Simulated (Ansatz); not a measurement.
**Band gap of MoS2/MoSSe (van der Waals superlattice) (P3m1) from density functionals to GW**

What gap does each level of theory give for MoS2/MoSSe (van der Waals superlattice) (P3m1), and in what time?

Main program and level: Ansatz 0.2.0; density functionals, hybrids and G0W0, plane waves, PAW.

This is a report of a sequence of runs, with most program output left out.

The structure was built from a prototype and need not be the compound's stable phase.

In doubt: masses and optical values from hybrid runs of this build are listed as unsure (step 6), which bears on the screening that GW takes from such a start.

## 1. The starting structure

The structure is trigonal, space group P3m1 (No. 156). Conventional cell: a = 3.144 Å, b = 3.144 Å, c = 11.780 Å, α = 90.00°, β = 90.00°, γ = 120.00°. Mo has 6 S at 2.39 Å nearest. Nearest to S lie 3 Mo at 2.39 Å. Mo has 3 S at 2.38 Å and 3 Se at 2.50 Å nearest. S has 3 Mo at 2.38 Å nearest. Se has 3 Mo at 2.50 Å nearest. It derives from Mo1S1Se1. Farther neighbours and most contacts between anions are not listed.

The structure was relaxed with PBEsol-D3(BJ). The runs that relaxed it are not among those shown.

The logs state that the PAW files were generated under PBE.

## 2. PBEsol on the 12×12×2 mesh

Levels along a band path and on the mesh show where this functional puts the band edges.

This step: DFT, PBEsol, plane waves, PAW; PAW set soft_1.

Contents of input.yaml:

```yaml
crystal:
  lattice:
    - [3.1444730757, 0.0, 0.0]
    - [-1.5722365378, 2.7231935651, 0.0]
    - [0.0, 0.0, 11.7798069796]
  atoms:
    - { symbol: Mo, position: [0.3333333333, 0.6666666667, 0.244121805] }
    - { symbol: S, position: [0.6666666667, 0.3333333333, 0.375572156] }
    - { symbol: S, position: [0.6666666667, 0.3333333333, 0.1123964636] }
    - { symbol: Mo, position: [0.0, 0.0, 0.7569898928] }
    - { symbol: S, position: [0.3333333333, 0.6666666667, 0.8873050472] }
    - { symbol: Se, position: [0.3333333333, 0.6666666667, 0.6116433664] }
kpoints:
  mp_grid: { grid: [12, 12, 2] }
  band_path:
    path:
      - [[0.0, 0.0, 0.0], [0.5, 0.0, 0.0], [0.33333333, 0.33333333, 0.0], [0.0, 0.0, 0.0], [0.0, 0.0, 0.5], [0.5, 0.0, 0.5], [0.33333333, 0.33333333, 0.5], [0.0, 0.0, 0.5]]
      - [[0.5, 0.0, 0.5], [0.5, 0.0, 0.0]]
      - [[0.33333333, 0.33333333, 0.5], [0.33333333, 0.33333333, 0.0]]
    npoints: 10
hamiltonian:
  xc: pbesol
  pseudopotentials: { kind: paw, azcp: { folder: soft_1 }, xc_functional: pbe }
scf:
  occupations: { method: fermi_dirac, width: 0.02 }
  n_extra_bands: 6
output:
  eigenvalues: true
  forces: true
  stress: true
  write_density: true
  write_potential: true
  elf: true
  volumetric_format: npy
```

Run with:

```bash
> ansatz run input.yaml --threads 2 --pin off --max-ram 92160MiB --backend cuda --events-out ev --progress --plain --runs-dir out --devices 1 --max-vram 13GiB
```

It took 5.5 s on 1 × NVIDIA H100 80GB HBM3 (shared by 6 runs) with 2 threads of AMD EPYC 7R13 (Zen 3), shared host; peak memory 0.99 GiB; 6.7 s of CPU time.

This step gave:

- pressure: 4.129 GPa
- filled bands: 31
- gap: 0.4365 eV
- valence top at: Γ
- conduction bottom at: k = (0.200, 0.200, 0.000)
- least direct gap: 1.327 eV

Over mesh and path the gap is 0.437 eV, from k = Γ to k = (0.200, 0.200, 0.000). The least direct gap found is 1.327 eV, at k = (0.333, 0.333, 0.500). The pressure in this cell is 4 GPa; the cell is kept.

## 3. PBEsol+SOC on the 12×12×2 mesh

This run has two-component orbitals with spin-orbit coupling.

This step: DFT, PBEsol with spin-orbit coupling, plane waves, PAW; PAW set soft_1.

input.yaml, the sections that differ from step 2:

```yaml
kpoints:
  mp_grid: { grid: [12, 12, 2] }
  band_path:
    path:
      - [0.0, 0.0, 0.0]
      - [0.5, 0.0, 0.0]
      - [0.33333333, 0.33333333, 0.0]
      - [0.0, 0.0, 0.5]
      - [0.5, 0.0, 0.5]
      - [0.33333333, 0.33333333, 0.5]
      - [0.199999998, 0.199999998, 0.0]
    npoints: 1
hamiltonian:
  xc: pbesol
  pseudopotentials: { kind: paw_fr, azcp: { folder: soft_1 }, xc_functional: pbe }
scf:
  occupations: { method: fermi_dirac, width: 0.02 }
  n_extra_bands: 12
magnetization:
  noncollinear: true
  spin_orbit: true
# crystal, output: as in step 2
```

The job ended after 12 s (1 × NVIDIA H100 80GB HBM3 (shared by 6 runs) with 2 threads; peak memory 1.2 GiB; 17 s of CPU time).

Numbers from this step:

- pressure: 4.138 GPa
- gap: 0.4063 eV
- valence top at: Γ
- conduction bottom at: k = (0.200, 0.200, 0.000)
- least direct gap: 1.238 eV

Over mesh and listed points the gap is 0.406 eV, from k = Γ to k = (0.200, 0.200, 0.000). The least direct gap found is 1.238 eV, at k = (0.333, 0.333, 0.500). The pressure in this cell is 4 GPa; the cell is kept. PBEsol+SOC against PBEsol: 0.406 − 0.437 = −0.031 eV, with the same mesh, set of files (read in its fully relativistic form for the spin-orbit run) and cutoff, and both edges at the same k points. The spin-orbit run sees mesh and listed points alone, so its gap is an upper bound: the coupling can move an edge off these points, the more so as this crystal has no centre of inversion, and the change over the zone, its sign included where it is small, is not known.

## 4. HSE06 on the 6×6×2 mesh

HSE06 mixes in a quarter of exact exchange at short range.

This step: DFT, HSE06, plane waves, PAW; PAW set soft_1.

Changes to input.yaml since step 3:

```diff
@@ -13,3 +13,3 @@
 kpoints:
-  mp_grid: { grid: [12, 12, 2] }
+  mp_grid: { grid: [6, 6, 2] }
   band_path:
@@ -25,14 +25,9 @@
 hamiltonian:
-  xc: pbesol
-  pseudopotentials: { kind: paw_fr, azcp: { folder: soft_1 }, xc_functional: pbe }
+  xc: hse06
+  pseudopotentials: { kind: paw, azcp: { folder: soft_1 } }
 scf:
-  occupations: { method: fermi_dirac, width: 0.02 }
-  n_extra_bands: 12
-magnetization:
-  noncollinear: true
-  spin_orbit: true
+  occupations: { method: fixed }
+  n_extra_bands: 6
 output:
   eigenvalues: true
-  forces: true
-  stress: true
   write_density: true
```

Wall time 31 s (1 × NVIDIA H100 80GB HBM3 (shared by 6 runs) with 2 threads); peak memory 1.4 GiB; 43 s of CPU time.

Numbers from this step:

* gap: 0.9711 eV
* valence top at: Γ
* conduction bottom at: k = (0.200, 0.200, 0.000)
* least direct gap: 1.751 eV
* exact-exchange fraction: 0.25

Over mesh and listed points the gap is 0.971 eV, from k = Γ to k = (0.200, 0.200, 0.000). The least direct gap found is 1.751 eV, at k = (0.333, 0.333, 0.500). On the 6×6×2 mesh alone the same run gives 1.008 eV, so that mesh misses an edge of HSE06: 1.008 − 0.971 = +0.037 eV. HSE06 against PBEsol: 0.971 − 0.437 = +0.534 eV. The runs also differ in mesh (12×12×2 and 6×6×2), so how much of this comes from the functional alone is not known. The program's warnings for this run: metallic iterate.

## 5. G0W0@PBEsol, 9×9×2 mesh, 420 empty bands, screening to 150 eV, PAW set soft_1 files

G0W0 replaces the xc potential by a self-energy built once from the orbitals of the start. Levels are corrected in the window of bands that the input names, at points of the mesh.

This step: G0W0 on PBEsol, plane waves, PAW; PAW set soft_1.

Contents of input.yaml:

```yaml
crystal:
  lattice:
    - [3.1444730757, 0.0, 0.0]
    - [-1.5722365378, 2.7231935651, 0.0]
    - [0.0, 0.0, 11.7798069796]
  atoms:
    - { symbol: Mo, position: [0.3333333333, 0.6666666667, 0.244121805] }
    - { symbol: S, position: [0.6666666667, 0.3333333333, 0.375572156] }
    - { symbol: S, position: [0.6666666667, 0.3333333333, 0.1123964636] }
    - { symbol: Mo, position: [0.0, 0.0, 0.7569898928] }
    - { symbol: S, position: [0.3333333333, 0.6666666667, 0.8873050472] }
    - { symbol: Se, position: [0.3333333333, 0.6666666667, 0.6116433664] }
kpoints:
  mp_grid: { grid: [9, 9, 2] }
hamiltonian:
  xc: pbesol
  pseudopotentials: { kind: paw, azcp: { folder: soft_1 }, xc_functional: pbe }
scf:
  occupations: { method: fixed }
gw:
  n_empty_bands: 420
  ecut_chi: 150.0
  qp_bands: [v2, c2]
  qp_kpoints: band_edges
  screening: { model: contour_deformation }
```

It took 2.1 min on 1 × NVIDIA H100 80GB HBM3 (shared by 6 runs) with 2 threads; peak memory 2.4 GiB; 3.6 min of CPU time.

This step gave:

```
bands summed                                    : 451
RPA ε∞ on this mesh (eigenvalues)               : 9.564, 16.41, 16.41
plane waves in the screening matrix             : 413
G0W0 gap over the corrected points              : 0.9260 eV
k of the valence top                            : 0, 0, 0
k of the conduction bottom                      : 0.1111, 0.2222, 0
starting gap on the mesh                        : 0.5407 eV
Z at the valence top                            : 0.7461
Z at the conduction bottom                      : 0.7535
least direct G0W0 gap over the corrected points : 1.710 eV
```

Over 19 of 24 irreducible mesh points the G0W0 gap is 0.926 eV, from k = Γ to k = (0.111, 0.222, 0.000). The PBEsol gap of this run on the mesh is 0.541 eV. The two states that bound the G0W0 gap lie that far apart at the start, so the correction of the gap is 0.926 − 0.541 = +0.385 eV.

## 6. G0W0@HSE06, 9×9×2 mesh, 195 empty bands, screening to 90 eV, PAW set soft_1 files

This step: G0W0 on HSE06, plane waves, PAW; PAW set soft_1.

Changes to input.yaml since step 5:

```diff
@@ -15,4 +15,4 @@
 hamiltonian:
-  xc: pbesol
-  pseudopotentials: { kind: paw, azcp: { folder: soft_1 }, xc_functional: pbe }
+  xc: hse06
+  pseudopotentials: { kind: paw, azcp: { folder: soft_1 } }
 scf:
@@ -20,4 +20,4 @@
 gw:
-  n_empty_bands: 420
-  ecut_chi: 150.0
+  n_empty_bands: 195
+  ecut_chi: 90
   qp_bands: [v2, c2]
```

Elapsed: 86 s, on 1 × NVIDIA H100 80GB HBM3 (shared by 6 runs) with 2 threads; peak memory 2.3 GiB; 1.9 min of CPU time.

This step gave:

- bands summed: 226
- RPA ε∞ on this mesh (eigenvalues): 7.265, 13.02, 13.02
- plane waves in the screening matrix: 217
- G0W0 gap over the corrected points: 1.044 eV
- k of the valence top: 0, 0, 0
- k of the conduction bottom: 0.1111, 0.2222, 0
- starting gap on the mesh: 1.041 eV
- Z at the valence top: 0.7756
- Z at the conduction bottom: 0.7804
- least direct G0W0 gap over the corrected points: 1.803 eV

Over 18 of 24 irreducible mesh points the G0W0 gap is 1.044 eV, from k = Γ to k = (0.111, 0.222, 0.000). The HSE06 gap of this run on the mesh is 1.041 eV. Other states bound it: the two that bound the G0W0 gap lie 1.089 eV apart in HSE06, so state for state the correction is 1.044 − 1.089 = −0.045 eV, while gap against gap it is 1.044 − 1.041 = +0.003 eV. G0W0@HSE06 against G0W0@PBEsol with 451 bands: 1.044 − 0.926 = +0.118 eV. The runs also differ in empty bands (420 and 195) and screening cutoff (eV) (150.0 and 90), so how much of this comes from the start alone is not known. The program's warnings for this run: metallic iterate.

## 7. Gap and time by level

Each gap is the least one over the points named; times are wall times on shared hosts, not benchmarks. A G0W0 time includes the run's own self-consistent start. Runs with listed points see these and the mesh alone, so an edge that moves elsewhere is missed. Rows marked * are further runs, not shown as steps, whose inputs differ from the G0W0 step on the same start in the columns given; solver thresholds can differ too.

```csv
level,mesh,"files, cutoff","bands summed, screening",points,gap (eV),valence top,conduction bottom,least direct gap (eV),time
PBEsol,12×12×2,"soft_1 PAW, 420 eV",-,mesh and path,0.437,Γ,"(0.200, 0.200, 0.000)",1.327,5.5 s
PBEsol+SOC,12×12×2,"soft_1 PAW, 420 eV",-,mesh and listed points,0.406,Γ,"(0.200, 0.200, 0.000)",1.238,12 s
HSE06,6×6×2,"soft_1 PAW, 420 eV",-,mesh and listed points,0.971,Γ,"(0.200, 0.200, 0.000)",1.751,31 s
G0W0@PBEsol*,9×9×2,"soft_1 PAW, 420 eV","137, 60 eV",19 of 24 irreducible mesh points,0.830,Γ,"(0.111, 0.222, 0.000)",1.728,29 s
G0W0@PBEsol,9×9×2,"soft_1 PAW, 420 eV","451, 150 eV",19 of 24 irreducible mesh points,0.926,Γ,"(0.111, 0.222, 0.000)",1.710,2.1 min
G0W0@HSE06,9×9×2,"soft_1 PAW, 420 eV","226, 90 eV",18 of 24 irreducible mesh points,1.044,Γ,"(0.111, 0.222, 0.000)",1.803,86 s
```

## 8. Outcome

- PBEsol, over mesh and path: 0.437 eV
- PBEsol+SOC, over mesh and listed points: 0.406 eV
- HSE06, over mesh and listed points: 0.971 eV
- G0W0@PBEsol (451 bands, 9×9×2), over 19 of 24 irreducible mesh points: 0.926 eV
- G0W0@HSE06, over 18 of 24 irreducible mesh points: 1.044 eV
- known limits: finite bands, screening cutoff and k mesh; no spin-orbit coupling in G0W0

**Reading.** The rows run from 0.406 eV (PBEsol+SOC) to 1.044 eV (G0W0@HSE06). They differ in mesh, bands and screening cutoff of G0W0 and the points over which the gap was sought as well as in level, so only pairs that share these are like for like. PBEsol+SOC against PBEsol: 0.406 − 0.437 = −0.031 eV, with the same mesh, set of files (read in its fully relativistic form for the spin-orbit run) and cutoff, and both edges at the same k points. The spin-orbit run sees mesh and listed points alone, so its gap is an upper bound: the coupling can move an edge off these points, the more so as this crystal has no centre of inversion, and the change over the zone, its sign included where it is small, is not known. G0W0@PBEsol (451 bands, 9×9×2) moves the gap of its own start on the mesh by 0.926 − 0.541 = +0.385 eV, between the same two levels. Over mesh and path, PBEsol puts the conduction bottom at k = (0.200, 0.200, 0.000), where no G0W0 correction was computed. The G0W0 gap over the whole zone is therefore not known from this run; at its settings it can only be equal to or under the 0.926 eV found, and no correction is carried over from another point. For the start itself the gap is 0.437 eV over mesh and path and 0.541 eV on the mesh of the G0W0 run, in runs that differ in mesh (12×12×2 and 9×9×2). G0W0@HSE06 moves the gap of its own start on the mesh by 1.044 − 1.041 = +0.003 eV, with other states at the edges (they lie 1.089 eV apart at the start). Over mesh and listed points, HSE06 puts the conduction bottom at k = (0.200, 0.200, 0.000), where no G0W0 correction was computed. The G0W0 gap over the whole zone is therefore not known from this run; at its settings it can only be equal to or under the 1.044 eV found, and no correction is carried over from another point. For the start itself the gap is 0.971 eV over mesh and listed points and 1.041 eV on the mesh of the G0W0 run, in runs that differ in mesh (6×6×2 and 9×9×2). What spin-orbit coupling does to the G0W0 levels was not computed, so no sum with the G0W0 gap is formed. For G0W0@PBEsol: from 137 bands and 60 eV to 451 bands and 150 eV the gap moves by 0.926 − 0.830 = +0.096 eV; bands and screening cutoff rise together, so their parts are not told apart. Two runs can't test a law of convergence, so the limit is not known. The other G0W0 rows are shown at one basis each (226 bands), so their distance from the limit is not known here. For G0W0@HSE06: the program's warnings for this run: metallic iterate. The G0W0 runs are scalar-relativistic. No pair of G0W0 runs that differ in the mesh alone is shown (9×9×2 is a supercell whose nearest images lie 24 Å apart), so the error from the mesh is not known here. G0W0 is shown with one set of atomic data (soft_1 PAW), so the error from the files is not known here.

[Paths, hosts, dates, memory and timing lines, banners, echoed tables and standing remarks are left out of the program output.]

[Logs are printed without paths, hosts, clocks, repeated set-up lines and the standing remarks that a program may print on its own settings, such as how far it seeks lower states.]

[Runs of the session that timed out or met a known fault of the program may be left out.]

[Cells called generated may have been cut or substituted from an entry of the Crystallography Open Database or the Materials Project.]

[Hosts, paths, dates, database ids (printed as entryN), source tags and the programs' standing remarks are cut or masked in the printed files.]

[Where an RPA ε∞ is given, it is that of the G0W0 mesh and is not shown converged in it. Names of k-points follow the symmetry that the program found, which can be lower than the space group named. Band edges on a path are those of the sampled points; other points can move an edge, and change direct to indirect where valleys lie close.]

[Hybrid gaps are those of their k-mesh and are not shown converged in it.]
